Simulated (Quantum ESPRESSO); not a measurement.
# Commensurate spirals of MnS, part 2 of 2

Aim: the energy of flat spin spirals of MnS that close within a few cells.

Quantum ESPRESSO 7.5; LDA with U = 2.4 eV on Mn d (ortho-atomic projectors); plane waves with GBRV 1.5 LDA potentials, no spin-orbit coupling, flat spiral in a supercell.

So far, absolute magnetization (μB): step 2 (parallel moments, one cell) 4.93.

The database entry behind the starting cell differs from later determinations by our own check (an axis about 0.2 % short against later determinations), so it need not match the best structure at ambient conditions.

## (4) One turn in 3 cells along the input cell's a

Neighbouring cells are turned by 120° in the xy plane; the cell holds 6 atoms.

Contents of pw.in:

```
&CONTROL
  calculation = 'scf'
  prefix = 'pwscf'
  outdir = './tmp'
  pseudo_dir = './pseudo'
  disk_io = 'nowf'
/
&SYSTEM
  ibrav = 0
  celldm(1) = 8
  nat = 6
  ntyp = 6
  ecutwfc = 34
  ecutrho = 238
  nbnd = 84
  occupations = 'smearing'
  smearing = 'fd'
  degauss = 0.00734986
  noncolin = .true.
  starting_magnetization(1) = 0.3
  angle1(1) = 90
  angle2(1) = 0
  starting_magnetization(2) = 0.3
  angle1(2) = 90
  angle2(2) = 120
  starting_magnetization(3) = 0.3
  angle1(3) = 90
  angle2(3) = -120
  starting_magnetization(4) = 0
  starting_magnetization(5) = 0
  starting_magnetization(6) = 0
/
&ELECTRONS
  conv_thr = 6d-08
  electron_maxstep = 150
  mixing_beta = 0.3
/
ATOMIC_SPECIES
Mn1    54.9380 mn_lda_v1.5.uspp.F.UPF
Mn2    54.9380 mn_lda_v1.5.uspp.F.UPF
Mn3    54.9380 mn_lda_v1.5.uspp.F.UPF
S1     32.0600 s_lda_v1.4.uspp.F.UPF
S2     32.0600 s_lda_v1.4.uspp.F.UPF
S3     32.0600 s_lda_v1.4.uspp.F.UPF
CELL_PARAMETERS alat
   0.0000000000000    1.8456718843454    1.8456718843454
   0.6152239614485    0.0000000000000    0.6152239614485
   0.6152239614485    0.6152239614485    0.0000000000000
ATOMIC_POSITIONS crystal
Mn1     0.0000000000    0.0000000000    0.0000000000
Mn2     0.3333333333    0.0000000000    0.0000000000
Mn3     0.6666666667    0.0000000000    0.0000000000
S1      0.1666666667    0.5000000000    0.5000000000
S2      0.5000000000    0.5000000000    0.5000000000
S3      0.8333333333    0.5000000000    0.5000000000
K_POINTS automatic
4 4 4 0 0 0
HUBBARD {ortho-atomic}
U Mn1-3d 2.4000
U Mn2-3d 2.4000
U Mn3-3d 2.4000
```

On the command line:

```console
OMP_NUM_THREADS=1 mpirun -n 4 pw.x -nk 4 -in pw.in > pw.out
```

The log of the run:

```text
     [... lines left out ...]
Program PWSCF v.7.5 starts
     [... lines left out ...]
     number of atoms/cell      =            6
     [... lines left out ...]
     number of electrons       =        63.00
     number of Kohn-Sham states=           84
     kinetic-energy cutoff     =      34.0000  Ry
     charge density cutoff     =     238.0000  Ry
     scf convergence threshold =      6.0E-08
     [... lines left out ...]
     Noncollinear calculation without spin-orbit
     [... lines left out ...]
     No symmetry found
     [... lines left out ...]
     number of k points=    64  Fermi-Dirac smearing, width (Ry)=  0.0073
     [... lines left out ...]
     iteration # 12     ecut=    34.00 Ry     beta= 0.30
     [... lines left out ...]
     atom number    1 relative position :    0.0000   0.0000   0.0000
     [... lines left out ...]
     magnetization :          4.315897    0.000048   -0.000073
     [... lines left out ...]
     atom number    2 relative position :    0.0000   0.6152   0.6152
[...]
magnetization :         -2.157982    3.737654   -0.000009
[...]
atom number    3 relative position :    0.0000   1.2304   1.2304
[...]
magnetization :         -2.157914   -3.737693   -0.000001
[...]
atom number    4 relative position :    0.6152   0.6152   0.6152
     [... lines left out ...]
     magnetization :          0.033657    0.058299   -0.000001
     [... lines left out ...]
     atom number    5 relative position :    0.6152   1.2304   1.2304
     [... lines left out ...]
     magnetization :         -0.067317   -0.000001   -0.000000
     [... lines left out ...]
     atom number    6 relative position :    0.6152   1.8457   1.8457
     [... lines left out ...]
     magnetization :          0.033658   -0.058298   -0.000001
     [... lines left out ...]
     Tr[ns(  1)] (up, down, total) =   2.66918  2.66926  5.33844
     [... lines left out ...]
     Tr[ns(  2)] (up, down, total) =   2.66921  2.66922  5.33844
     [... lines left out ...]
     Tr[ns(  3)] (up, down, total) =   2.66922  2.66922  5.33844
     [... lines left out ...]
     the Fermi energy is    10.0858 ev
!    total energy              =    -705.80984637 Ry
     estimated scf accuracy    <       0.00000002 Ry
     smearing contrib. (-TS)   =      -0.00012162 Ry
     [... lines left out ...]
     total magnetization       =    -0.00     0.00    -0.00 Bohr mag/cell
     absolute magnetization    =    14.06 Bohr mag/cell
     convergence has been achieved in  12 iterations
```

The job ended after 3.1 min (4 MPI ranks of Arm Neoverse V2, shared host; peak memory 1.1 GiB; 12 min of CPU time).

Spin moment in the atom's sphere by atom:

| atom | x (μB) | y (μB) | z (μB) | size |
| --- | --- | --- | --- | --- |
| Mn1 | 4.32 | 0.00 | 0.00 | 4.32 |
| Mn2 | -2.16 | 3.74 | 0.00 | 4.32 |
| Mn3 | -2.16 | -3.74 | 0.00 | 4.32 |
| S4 | 0.03 | 0.06 | 0.00 | 0.07 |
| S5 | -0.07 | 0.00 | 0.00 | 0.07 |
| S6 | 0.03 | -0.06 | 0.00 | 0.07 |

This step gave:

```
smearing term TS       : 0.001655 eV
magnetization          : 0, 0, 0 μB
absolute magnetization : 14.06 μB
final state            : non-collinear
```

## (5) One turn in 4 cells along the input cell's a

Neighbouring cells are turned by 90° in the xy plane; the cell holds 8 atoms.

Contents of pw.in:

```
&CONTROL
  calculation = 'scf'
  prefix = 'pwscf'
  outdir = './tmp'
  pseudo_dir = './pseudo'
  disk_io = 'nowf'
/
&SYSTEM
  ibrav = 0
  celldm(1) = 8
  nat = 8
  ntyp = 8
  ecutwfc = 34
  ecutrho = 238
  nbnd = 110
  occupations = 'smearing'
  smearing = 'fd'
  degauss = 0.00734986
  noncolin = .true.
  starting_magnetization(1) = 0.3
  angle1(1) = 90
  angle2(1) = 0
  starting_magnetization(2) = 0.3
  angle1(2) = 90
  angle2(2) = 90
  starting_magnetization(3) = 0.3
  angle1(3) = 90
  angle2(3) = 180
  starting_magnetization(4) = 0.3
  angle1(4) = 90
  angle2(4) = -90
  starting_magnetization(5) = 0
  starting_magnetization(6) = 0
  starting_magnetization(7) = 0
  starting_magnetization(8) = 0
/
&ELECTRONS
  conv_thr = 8d-08
  electron_maxstep = 150
  mixing_beta = 0.3
/
ATOMIC_SPECIES
Mn1    54.9380 mn_lda_v1.5.uspp.F.UPF
Mn2    54.9380 mn_lda_v1.5.uspp.F.UPF
Mn3    54.9380 mn_lda_v1.5.uspp.F.UPF
Mn4    54.9380 mn_lda_v1.5.uspp.F.UPF
S1     32.0600 s_lda_v1.4.uspp.F.UPF
S2     32.0600 s_lda_v1.4.uspp.F.UPF
S3     32.0600 s_lda_v1.4.uspp.F.UPF
S4     32.0600 s_lda_v1.4.uspp.F.UPF
CELL_PARAMETERS alat
   0.0000000000000    2.4608958457939    2.4608958457939
   0.6152239614485    0.0000000000000    0.6152239614485
   0.6152239614485    0.6152239614485    0.0000000000000
ATOMIC_POSITIONS crystal
Mn1     0.0000000000    0.0000000000    0.0000000000
Mn2     0.2500000000    0.0000000000    0.0000000000
Mn3     0.5000000000    0.0000000000    0.0000000000
Mn4     0.7500000000    0.0000000000    0.0000000000
S1      0.1250000000    0.5000000000    0.5000000000
S2      0.3750000000    0.5000000000    0.5000000000
S3      0.6250000000    0.5000000000    0.5000000000
S4      0.8750000000    0.5000000000    0.5000000000
K_POINTS automatic
3 4 4 0 0 0
HUBBARD {ortho-atomic}
U Mn1-3d 2.4000
U Mn2-3d 2.4000
U Mn3-3d 2.4000
U Mn4-3d 2.4000
```

The log of the run:

```text
     [... lines left out ...]
Program PWSCF v.7.5 starts
     [... lines left out ...]
     number of atoms/cell      =            8
     [... lines left out ...]
     number of electrons       =        84.00
     number of Kohn-Sham states=          110
     kinetic-energy cutoff     =      34.0000  Ry
     charge density cutoff     =     238.0000  Ry
     scf convergence threshold =      8.0E-08
     [... lines left out ...]
     Noncollinear calculation without spin-orbit
     [... lines left out ...]
     No symmetry found
     [... lines left out ...]
     number of k points=    48  Fermi-Dirac smearing, width (Ry)=  0.0073
     [... lines left out ...]
     iteration # 10     ecut=    34.00 Ry     beta= 0.30
     [... lines left out ...]
     atom number    1 relative position :    0.0000   0.0000   0.0000
     [... lines left out ...]
     magnetization :          4.340732    0.000013    0.000041
     [... lines left out ...]
     atom number    2 relative position :    0.0000   0.6152   0.6152
[...]
magnetization :          0.000040    4.340726   -0.000017
[...]
atom number    3 relative position :    0.0000   1.2304   1.2304
[...]
magnetization :         -4.340729   -0.000076    0.000091
[...]
atom number    4 relative position :    0.0000   1.8457   1.8457
[...]
magnetization :          0.000049   -4.340729    0.000041
[...]
atom number    5 relative position :    0.6152   0.6152   0.6152
[...]
magnetization :          0.072999    0.073003    0.000000
[...]
atom number    6 relative position :    0.6152   1.2304   1.2304
[...]
magnetization :         -0.072999    0.073001    0.000001
     [... lines left out ...]
     atom number    7 relative position :    0.6152   1.8457   1.8457
     [... lines left out ...]
     magnetization :         -0.072999   -0.073001    0.000002
     [... lines left out ...]
     atom number    8 relative position :    0.6152   2.4609   2.4609
     [... lines left out ...]
     magnetization :          0.073000   -0.073000    0.000001
     [... lines left out ...]
     Tr[ns(  1)] (up, down, total) =   2.66474  2.66470  5.32943
     [... lines left out ...]
     Tr[ns(  2)] (up, down, total) =   2.66472  2.66474  5.32945
     [... lines left out ...]
     Tr[ns(  3)] (up, down, total) =   2.66477  2.66467  5.32944
     [... lines left out ...]
     Tr[ns(  4)] (up, down, total) =   2.66474  2.66470  5.32944
     [... lines left out ...]
     the Fermi energy is    10.0653 ev
!    total energy              =    -941.07303332 Ry
     estimated scf accuracy    <       0.00000006 Ry
     smearing contrib. (-TS)   =      -0.00069154 Ry
     [... lines left out ...]
     total magnetization       =     0.00    -0.00     0.00 Bohr mag/cell
     absolute magnetization    =    19.10 Bohr mag/cell
     convergence has been achieved in  10 iterations
```

The job ended after 5 min (4 MPI ranks; peak memory 1.6 GiB; 20 min of CPU time).

Numbers from this step:

```yaml
smearing_term_ts: 0.009409 eV
magnetization: 0, 0, 0 μB
absolute_magnetization: 19.10 μB
final_state: non-collinear
largest_moment: 4.341 μB
```

## (6) A faulty input

As a test, an input with a fault in it is run.

Contents of pw.in:

```
&CONTROL
  calculation = 'scf'
  prefix = 'pwscf'
  outdir = './tmp'
  pseudo_dir = './pseudo'
  disk_io = 'nowf'
/
&SYSTEM
  ibrav = 0
  nat = 2
  ntyp = 2
  ecutwfc = 12
  ecutrho = 238
  nbnd = 19
  occupations = 'smearing'
  smearing = 'fd'
  degauss = 0.00734986
  nspin = 2
  starting_magnetization(1) = 0.3
  starting_magnetization(2) = 0
/
&ELECTRONS
  conv_thr = 2d-08
  electron_maxstep = 50
  mixing_beta = 0.3
/
ATOMIC_SPECIES
Mn     54.9380 mn_lda_v1.5.uspp.F.UPF
S      32.0600 s_lda_v1.4.uspp.F.UPF
CELL_PARAMETERS angstrom
   0.0000000000    2.6045000000    2.6045000000
   2.6045000000    0.0000000000    2.6045000000
   2.6045000000    2.6045000000    0.0000000000
ATOMIC_POSITIONS crystal
Mn      0.0000000000    0.0000000000    0.0000000000
S       0.5000000000    0.5000000000    0.5000000000
K_POINTS automatic
4 4 4 0 0 0
HUBBARD {ortho-atomic}
U Mn-3d 2.4000
```

The log of the run:

```text
[banner, memory and clock lines left out]
Program PWSCF v.7.5 starts

     Message from routine setup:
     using ibrav=0 with symmetry is DISCOURAGED, use correct ibrav instead

     bravais-lattice index     =            0
     lattice parameter (alat)  =       6.9605  a.u.
     unit-cell volume          =     238.4513 (a.u.)^3
     number of atoms/cell      =            2
     number of atomic types    =            2
     number of electrons       =        21.00
     number of Kohn-Sham states=           19
     kinetic-energy cutoff     =      12.0000  Ry
     charge density cutoff     =     238.0000  Ry
     scf convergence threshold =      2.0E-08
     mixing beta               =       0.3000
     number of iterations used =            8  plain     mixing
     Exchange-correlation=  SLA  PZ   NOGX NOGC
                           (   1   1   0   0   0   0   0)
     Hubbard projectors: ortho-atomic
     Hubbard parameters of DFT+U (Dudarev formulation) in eV:
     U(Mn-3d) =  2.4000

     Internal variables: lda_plus_u =T, lda_plus_u_kind = 0

     Internal variables: orbital_resolved =F, hub_pot_fix =F, apply_U = F

     [... lines left out ...]
     PseudoPot. # 1 for Mn read from file:
     mn_lda_v1.5.uspp.F.UPF
     Pseudo is Ultrasoft + core correction, Zval = 15.0

     PseudoPot. # 2 for S  read from file:
     s_lda_v1.4.uspp.F.UPF
     Pseudo is Ultrasoft + core correction, Zval =  6.0

     atomic species   valence    mass     pseudopotential
     Mn               15.00    54.93800     Mn( 1.00)
     S                 6.00    32.06000     S ( 1.00)

     Starting magnetic structure
     atomic species   magnetization
     Mn              0.300
     S               0.000

     48 Sym. Ops., with inversion, found

   Cartesian axes

     site n.     atom                  positions (alat units)
         1        Mn     tau(   1) = (   0.0000000   0.0000000   0.0000000  )
         2        S      tau(   2) = (   0.7071068   0.7071068   0.7071068  )

     number of k points=     8  Fermi-Dirac smearing, width (Ry)=  0.0073

     Dense  grid:    14841 G-vectors     FFT dimensions: (  36,  36,  36)

     Smooth grid:     1363 G-vectors     FFT dimensions: (  15,  15,  15)

     Check: negative core charge=   -0.000023
     Generating pointlists ...
     new r_m :   0.2917 (alat units)  2.0302 (a.u.) for type    1
     new r_m :   0.2917 (alat units)  2.0302 (a.u.) for type    2

     Initial potential from superposition of free atoms

     starting charge      20.4999, renormalised to      21.0000

     STARTING HUBBARD OCCUPATIONS:

     =================== HUBBARD OCCUPATIONS ===================
     ------------------------ ATOM    1 ------------------------
     Tr[ns(  1)] (up, down, total) =   5.00000  0.00000  5.00000
     Atomic magnetic moment for atom   1 =   5.00000
     [... lines left out ...]
     Number of occupied Hubbard levels =    5.0000

     Atomic wfc used for Hubbard projectors are orthogonalized

     Starting wfcs are   17 randomized atomic wfcs +    2 random wfcs

     Self-consistent Calculation

     iteration #  1     ecut=    12.00 Ry     beta= 0.30
     Davidson diagonalization with overlap
     ethr =  1.00E-02,  avg # of iterations =  5.3

     =================== HUBBARD OCCUPATIONS ===================
     ------------------------ ATOM    1 ------------------------
     Tr[ns(  1)] (up, down, total) =   1.21801  0.43246  1.65048
     Atomic magnetic moment for atom   1 =   0.78555
     [... lines left out ...]
     Number of occupied Hubbard levels =    1.6505

     total energy              =    -219.98966475 Ry
     estimated scf accuracy    <      18.38510204 Ry

     total magnetization       =     0.99 Bohr mag/cell
     absolute magnetization    =     1.00 Bohr mag/cell

     [... further iterations left out ...]

     iteration # 12     ecut=    12.00 Ry     beta= 0.30
     Davidson diagonalization with overlap
     ethr =  7.99E-10,  avg # of iterations =  1.7

     negative rho (up, down):  0.000E+00 2.629E-04

     Magnetic moment per site  (integrated on atomic sphere of radius R)
     atom   1 (R=0.292)  charge= 13.3397  magn=  1.2241
     atom   2 (R=0.292)  charge=  4.5649  magn= -0.0205

     End of self-consistent calculation

     =================== HUBBARD OCCUPATIONS ===================
     ------------------------ ATOM    1 ------------------------
     Tr[ns(  1)] (up, down, total) =   3.49420  2.10959  5.60379
     Atomic magnetic moment for atom   1 =   1.38461
     [... lines left out ...]
     Number of occupied Hubbard levels =    5.6038

     [... lines left out ...]
     the Fermi energy is     9.9072 ev

!    total energy              =    -220.95829680 Ry
     estimated scf accuracy    <          4.9E-09 Ry
     smearing contrib. (-TS)   =      -0.00236302 Ry
     internal energy E=F+TS    =    -220.95593379 Ry

     The total energy is F=E-TS. E is the sum of the following terms:
     one-electron contribution =    -101.04895794 Ry
     hartree contribution      =      52.46764761 Ry
     xc contribution           =     -31.07408111 Ry
     ewald contribution        =    -141.49328214 Ry
     Hubbard energy            =       0.19273979 Ry

     total magnetization       =     1.41 Bohr mag/cell
     absolute magnetization    =     1.47 Bohr mag/cell

     convergence has been achieved in  12 iterations
```

Run time: 1.7 s. Hardware: 4 MPI ranks; peak memory 0.06 GiB.

Convergence was reached, yet the input spoils the result.

The fault in the input: a cutoff far too low.

## (7) E(q)

Spirals:

| q along the reciprocal vector | energy less that at q = 0 (meV a seeded atom) | largest site moment (μB) | typed angles kept | CPU time (s) |
| --- | --- | --- | --- | --- |
| 0 | 0 | 4.387 | yes | 46.39 |
| 0.25 | -62.19 | 4.341 | yes | 1199 |
| 0.3333 | -85.19 | 4.316 | yes | 733.5 |
| 0.5 | -102.6 | 4.294 | yes | 242.9 |

The energy less that at q = 0, self-consistent by path:

| path (Å⁻¹) | energy less that at q = 0, self-consistent (meV a seeded atom) |
| --- | --- |
| 0.000 | 0 |
| 0.522 | -62.2 |
| 0.696 | -85.2 |
| 1.045 | -103 |

## (8) Summary of results

| Item | Value |
| --- | --- |
| lowest point | q = 0.5 along a*, -103 meV a seeded atom |
| highest point | q = 0, 0 meV a seeded atom |

The state at q = 0.5 lies 103 meV a seeded atom under the parallel one, with neighbouring cells opposed. The moment changes by 2.1 % between the spirals. The cell of 4 repeats took 26 times the CPU time of the single cell, though its mesh is shorter in proportion. Here a and a* are vectors of the cell in the input, which need not be the conventional cell, and only this direction was probed. The mesh is coarse, so differences of some ten meV can be noise in a metal. Energies are free energies at an electronic temperature of 1160 K, which lowers moments and differences where the moments are itinerant. The cutoff lies under the 40 Ry that these files are usually run at.

[Logs and program files are shortened in this print: banners, set-up blocks, solver, clock and traceback lines can be left out without a mark of their own.]

[Logs are printed without paths, hosts, clocks, repeated set-up lines and the standing remarks that a program may print on its own settings, such as how far it seeks lower states.]

[Hosts, paths, dates, database ids (printed as entryN), source tags and the programs' standing remarks are cut or masked in the printed files.]

[Where a cell is said to come from a database of computed structures, the database is the Materials Project.]
